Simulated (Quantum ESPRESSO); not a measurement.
# NaI (Fm-3m): from Born charge to LO-TO splitting

Wanted: the LO mode of NaI (Fm-3m) from the TO mode and the field response.

Calculated with Quantum ESPRESSO 7.5; DFT LDA, scalar-relativistic, plane waves, PseudoDojo norm-conserving pseudopotentials.

**1. Set-up**

It takes space group Fm-3m (No. 225, cubic). Conventional cell: a = 6.263 Å, b = 6.263 Å, c = 6.263 Å, α = 90.00°, β = 90.00°, γ = 90.00°. Nearest to Na lie 6 I at 3.13 Å. Nearest to I lie 6 Na at 3.13 Å. Farther neighbours and most contacts between anions are not listed.

Structure file:

```cif
data_structure
_symmetry_space_group_name_H-M 'Fm-3m'
_symmetry_Int_Tables_number 225
_cell_length_a 6.2629
_cell_length_b 6.2629
_cell_length_c 6.2629
_cell_angle_alpha 90.000
_cell_angle_beta 90.000
_cell_angle_gamma 90.000
_cell_volume 245.65
loop_
_atom_site_label
_atom_site_type_symbol
_atom_site_symmetry_multiplicity
_atom_site_Wyckoff_symbol
_atom_site_fract_x
_atom_site_fract_y
_atom_site_fract_z
_atom_site_occupancy
Na1 Na 4 a 0.00000 0.00000 0.00000 1
I1 I 4 b 0.00000 0.50000 0.00000 1
```

This is the cell after its relaxation at this level of theory, not the database cell from which that began.

**2. What the response run gave**

A linear-response run on the relaxed cell, with the response to an electric field; only its zone-centre results are used. Cutoff 97 Ry, k mesh 8×8×8.

The log of the run:

```text
[banners, grids, parts of the stress and lines that vanish by symmetry left out]
Program PHONON v.7.5
     Reading xml data from directory:

[...]
Exchange-correlation= PW
                           (   1   4   0   0   0   0   0)
[...]
kinetic-energy cut-off    =      97.0000  Ry
     charge density cut-off    =     388.0000  Ry
     convergence threshold     =      1.0E-18
[...]
Exchange-correlation= PW
                           (   1   4   0   0   0   0   0)
[...]
q = (   0.0000000   0.0000000   0.0000000 )
     49 Sym.Ops. (with q -> -q+G )
     G cutoff = 1376.6382  (  53497 G-vectors)     FFT grid: ( 54, 54, 54)
     number of k points=    29
[...]
Mode symmetry, O_h (m-3m)  point group:
[...]
Dielectric constant
[...]
End of electric fields calculation
          Dielectric constant in cartesian axis
          (       3.642111212      -0.000000000      -0.000000000 )
          (      -0.000000000       3.642111212       0.000000000 )
          (      -0.000000000       0.000000000       3.642111212 )
          Effective charges (d Force / dE) in cartesian axis without acoustic sum rule applied (asr)
           atom    1  Na    Mean Z*:        1.16740
      Ex  (        1.16740       -0.00000       -0.00000 )
      Ey  (       -0.00000        1.16740        0.00000 )
      Ez  (        0.00000        0.00000        1.16740 )
           atom    2  I     Mean Z*:       -1.16940
      Ex  (       -1.16940        0.00000        0.00000 )
      Ey  (        0.00000       -1.16940       -0.00000 )
      Ez  (       -0.00000       -0.00000       -1.16940 )
          Effective charges Sum: Mean:       -0.00200
[...]
Effective charges (d Force / dE) in cartesian axis with asr applied:
           atom    1  Na    Mean Z*:        1.16840
[...]
atom    2  I     Mean Z*:       -1.16840
[...]
Representation #   1 modes #   1   2   3
[...]
End of self-consistent calculation
     Convergence has been achieved
     Representation #   2 modes #   4   5   6
[...]
End of self-consistent calculation
     Convergence has been achieved
[...]
Dielectric constant in cartesian axis
          (       3.642111212      -0.000000000      -0.000000000 )
          (      -0.000000000       3.642111212       0.000000000 )
          (      -0.000000000       0.000000000       3.642111212 )
          Effective charges (d Force / dE) in cartesian axis without acoustic sum rule applied (asr)
           atom    1  Na    Mean Z*:        1.16740
      Ex  (        1.16740       -0.00000       -0.00000 )
      Ey  (       -0.00000        1.16740        0.00000 )
      Ez  (        0.00000        0.00000        1.16740 )
           atom    2  I     Mean Z*:       -1.16940
      Ex  (       -1.16940        0.00000        0.00000 )
      Ey  (        0.00000       -1.16940       -0.00000 )
      Ez  (       -0.00000       -0.00000       -1.16940 )
          Effective charges Sum: Mean:       -0.00200
[...]
Effective charges (d Force / dE) in cartesian axis with asr applied:
           atom    1  Na    Mean Z*:        1.16840
[...]
atom    2  I     Mean Z*:       -1.16840
[...]
q = (    0.000000000   0.000000000   0.000000000 )
[...]
freq (    1) =       0.066318 [THz] =       2.212145 [cm-1]
     freq (    2) =       0.066318 [THz] =       2.212145 [cm-1]
     freq (    3) =       0.066318 [THz] =       2.212145 [cm-1]
     freq (    4) =       3.907333 [THz] =     130.334585 [cm-1]
     freq (    5) =       3.907333 [THz] =     130.334585 [cm-1]
     freq (    6) =       3.907333 [THz] =     130.334585 [cm-1]
[...]
Mode symmetry, O_h (m-3m)  point group:
     freq (   1-   3) =          2.2  [cm-1]   --> T_1u G_15  G_4- I
     freq (   4-   6) =        130.3  [cm-1]   --> T_1u G_15  G_4- I

   JOB DONE.
```

```csv
quantity,value
cell volume Ω (Å³),61.414
mass of Na (u),22.990
mass of I (u),126.904
"Born charge of Na, raw (e)",1.167
"Born charge of I, raw (e)",-1.169
ε∞,3.642
ω(TO) after the sum rule (cm⁻¹),130.2
```

**3. The calculation**

The charges must sum to zero over the cell; taking off their mean, -0.001 e, leaves Z* = 1.168 e on Na. In the polar mode Na moves against I, so the reduced mass is μ = 22.99 × 126.90 / 149.89 = 19.464 u.

A longitudinal wave builds up a field that adds to the restoring force: ω(LO)² = ω(TO)² + 4π Z*² / (μ Ω ε∞), in Hartree atomic units. With μ = 35480 electron masses and Ω = 414.44 bohr³ the second term is 3.2033e-07 Ha², or 15430 cm⁻² (1 Ha = 219474.6 cm⁻¹).

So ω(LO) = √(16960 + 15430) = 180.0 cm⁻¹, and by the Lyddane-Sachs-Teller relation ε₀ = ε∞ (ω(LO)/ω(TO))² = 6.96.

**4. Check against the program**

The analysis program adds the same non-analytic term to the full matrix, here for q along (1 0 0).

The log of the run:

```text
[banner, memory and clock lines left out]
Program DYNMAT v.7.5

     Reading Dynamical Matrix from file g.dyn
     ...Force constants read
     ...epsilon and Z* read

     Polarizability (A^3 units)
     multiply by 0.531716 for Clausius-Mossotti correction
        12.912382   -0.000000   -0.000000
        -0.000000   12.912382    0.000000
        -0.000000    0.000000   12.912382

     IR activities are in (D/A)^2/amu units

# mode   [cm-1]    [THz]      IR
    1     -0.00   -0.0000    0.0000
    2     -0.00   -0.0000    0.0000
    3      0.00    0.0000    0.0000
    4    130.23    3.9043    1.6182
    5    130.23    3.9043    1.6182
    6    179.97    5.3955    1.6182
```

ε₀ comes from the program's run without a direction of q.

| quantity | by hand | program |
| --- | --- | --- |
| ω(LO) (cm⁻¹) | 180.0 | 180.0 |
| ε₀ | 6.96 | 6.96 |

**5. Summary of results**

```json
{
 "TO mode": "130.2 cm⁻¹",
 "LO mode": "180.0 cm⁻¹",
 "static dielectric constant": "6.955"
}
```

The LO mode of NaI (Fm-3m) lies at 180 cm⁻¹, 50 cm⁻¹ above the TO mode; the formula meets the program within 0.1 cm⁻¹, as it must for a cubic crystal with one polar mode. ω(LO)² − ω(TO)² goes with Z*²/ε∞: an error of 5 % in ε∞ would move the LO mode by 2.1 cm⁻¹, and semilocal functionals tend to overestimate ε∞. These are harmonic values at zero temperature, at the volume of this functional, for the structure held cubic; stability elsewhere in the zone is no part of this calculation.

[Host names and launcher messages were left out of these logs when they were recorded.]

[Logs are printed without paths, hosts, clocks, repeated set-up lines and the standing remarks that a program may print on its own settings, such as how far it seeks lower states.]

[Hosts, paths, dates, database ids (printed as entryN), source tags and the programs' standing remarks are cut or masked in the printed files.]
